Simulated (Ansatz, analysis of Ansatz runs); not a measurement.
# Migration in CsLiBr2 (P4/nmm): V_Li hop (4.0 Å), charge −1, part 2 of 2

How high is the barrier when Li changes place in CsLiBr2 (P4/nmm)? The case: V_Li hop (4.0 Å), charge −1, in a cell of 64 host atoms with 1 Li taken out.

Ansatz 0.2.0; plane-wave PAW DFT, PBEsol; nudged elastic band between two relaxed defect structures at fixed charge in a uniform background.

So far, barrier forward (eV): step 4 (nudged elastic band, charge −1) 0.938.

In doubt: a hybrid run on one k-point (step 7), which bears on gaps, levels and energies.

## Step 5: Single point at the start point, PBEsol, denser k-mesh

Three single points on a mesh of more k-points (start, top, end) test the sampling. The start is shown; top and end are run alike.

This step: plane-wave PAW DFT, PBEsol; single point of a defect supercell on a structure of the PBEsol path.

qm1.start.mesh/input.yaml

```yaml
crystal:
  lattice:
    - [10.21487051, 10.21487051, 0.0]
    - [-10.21487051, 10.21487051, 0.0]
    - [0.0, 0.0, 9.8110832]
  atoms:
    - { symbol: Cs, position: [0.12676009, 0.12705075, 0.29903111] }
    - { symbol: Cs, position: [0.37495604, 0.37516795, 0.26797827] }
    - { symbol: Cs, position: [0.13678181, 0.37516149, 0.70374955] }
[... 1 atom line left out ...]
    - { symbol: Li, position: [0.12827436, 0.37522163, 0.08368352] }
    - { symbol: Li, position: [0.37490947, 0.1284927, 0.08365848] }
    - { symbol: Li, position: [0.12657068, 0.12687055, 0.91877296] }
[... 2 atom lines left out ...]
    - { symbol: Br, position: [0.12208119, 0.37522601, 0.33660358] }
[... 2 atom lines left out ...]
    - { symbol: Br, position: [0.24508163, 0.245375, 0.0056998] }
    - { symbol: Br, position: [-0.00182162, 0.25042387, -0.0008732] }
[... 6 atom lines left out ...]
    - { symbol: Li, position: [0.37499061, 0.62189699, 0.08366528] }
    - { symbol: Li, position: [0.12662621, 0.62345892, 0.91878072] }
[... 5 atom lines left out ...]
    - { symbol: Br, position: [-0.00177694, 0.49984392, -0.00104742] }
[... 2 atom lines left out ...]
    - { symbol: Br, position: [0.24515434, 0.50503336, 0.00572495] }
[... 31 atom lines left out ...]
    - { symbol: Br, position: [0.75172301, 0.4998055, -0.00098919] }
total_charge: -1
basis:
  ecutwfc: 420
  xc_grid: 2
hamiltonian:
  xc: pbesol
kpoints:
  mp_grid: { grid: [2, 2, 2], shift: [0.5, 0.5, 0.5] }
scf:
  occupations: { method: fixed }
  max_iter: 100
output:
  forces: true
  eigenvalues: true
checkpoint:
  write: "../qm1.start.mesh.run"
  compress: false
  write_wavefunctions: false
  write_every: 100000
```

On the command line:

```bash
ansatz run input.yaml --threads 32 --pin off --max-ram 84787MiB --backend cuda --events-out ev --progress --plain --runs-dir out --max-vram 78GiB
```

It took 1.9 s on 1 × NVIDIA GB200 with 32 threads of Arm Neoverse V2, shared host; peak memory 1.5 GiB; 6.5 s of CPU time.

Read from the output:

| Quantity | Value |
| --- | --- |
| free energy | -180086.2992 eV |

## Step 6: Barrier from single points, PBEsol, denser k-mesh

Analysis of the runs above: barrier from PBEsol single points on the PBEsol path.

It gives:

- barrier forward: 0.9377 eV
- barrier backward: 0.9376 eV
- end less start: 1.63e-4 eV

This gives 0.938 eV against the band's 0.938 eV (backward 0.938 against 0.937 eV). This mesh holds only the band's own point and its sign variants, so it tests the average over those and no finer sampling.

## Step 7: Single point at the start point, HSE06

A whole band with exact exchange would cost too much, so three single points on the path found stand in. The start is shown; top and end are run alike.

This step: plane-wave PAW DFT, HSE06; single point of a defect supercell on a structure of the PBEsol path.

qm1.start.hse06/input.yaml, as its differences from qm1.start.mesh/input.yaml of step 5:

```diff
@@ -32,5 +32,5 @@
 hamiltonian:
-  xc: pbesol
+  xc: hse06
 kpoints:
-  mp_grid: { grid: [2, 2, 2], shift: [0.5, 0.5, 0.5] }
+  mp_grid: { grid: [1, 1, 1], shift: [0.25, 0.25, 0.25] }
 scf:
@@ -42,3 +42,3 @@
 checkpoint:
-  write: "../qm1.start.mesh.run"
+  write: "../qm1.start.hse06.run"
   compress: false
```

Run time: 9.8 s. Hardware: 1 × NVIDIA GB200 with 32 threads; peak memory 3.6 GiB.

Read from the output:

```
free energy : -183110.5693 eV
```

## Step 8: Barrier from single points, HSE06

Analysis of the runs above: barrier from HSE06 single points on the PBEsol path.

It gives:

```
barrier forward  : 0.9789 eV
barrier backward : 0.9785 eV
end less start   : 4.38e-4 eV
```

This gives 0.979 eV against the band's 0.938 eV.

## Step 9: Single point at the start point, r2SCAN

Three single points with a meta-GGA, at its higher cutoff of 500 eV, show what it does to the barrier on the path found. The start is shown; top and end are run alike.

This step: plane-wave PAW DFT, r2SCAN; single point of a defect supercell on a structure of the PBEsol path.

qm1.start.r2scan/input.yaml, as its differences from qm1.start.hse06/input.yaml of step 7:

```diff
@@ -29,6 +29,6 @@
 basis:
-  ecutwfc: 420
+  ecutwfc: 500
   xc_grid: 2
 hamiltonian:
-  xc: hse06
+  xc: r2scan
 kpoints:
@@ -42,3 +42,3 @@
 checkpoint:
-  write: "../qm1.start.hse06.run"
+  write: "../qm1.start.r2scan.run"
   compress: false
```

Elapsed: 1.8 s, on 1 × NVIDIA GB200 with 32 threads; peak memory 1.5 GiB; 5.3 s of CPU time.

Read from the output:

* free energy: -183538.0203 eV

## Step 10: Barrier from single points, r2SCAN

Analysis of the runs above: barrier from r2SCAN single points on the PBEsol path.

It gives:

```yaml
barrier_forward: 1.027 eV
barrier_backward: 1.027 eV
end_less_start: -5.64e-4 eV
```

This gives 1.027 eV against the band's 0.938 eV.

## Step 11: What came out

```
barrier forward                                   : 0.94 eV
barrier backward                                  : 0.94 eV
end less start                                    : 0.00 eV
hop length                                        : 3.87 Å
band iterations, as the log counts them           : 22
barrier from single points, PBEsol, denser k-mesh : 0.94 eV
barrier from single points, HSE06                 : 0.98 eV
barrier from single points, r2SCAN                : 1.03 eV
```

In words: The top of the band lies 0.94 eV above the start and 0.94 eV above the end, which are alike in energy and neighbours. With an assumed prefactor of 1e13 per second it gives one hop a second along this one path at about 360 K; whether such hops link up through the crystal wasn't checked. At the top Li5 stands 2.31 Å from its nearest Br, 0.17 Å closer than at the start. Across functionals on this path (PBEsol 0.938, HSE06 0.979 and r2SCAN 1.027 eV) the forward values spread by 0.089 eV. The order of the top as a saddle was not checked for all atoms, so a bent path could be lower. No image-charge correction is applied; it largely cancels along a path if the charge stays localised alike. Keep in mind: one k-point off the zone centre stands for the whole zone; spin–orbit coupling, which can matter with heavy atoms, is left out.

[Logs are printed without paths, hosts, clocks, repeated set-up lines and the standing remarks that a program may print on its own settings, such as how far it seeks lower states.]

[Hosts, paths, dates, database ids (printed as entryN), source tags and the programs' standing remarks are cut or masked in the printed files.]
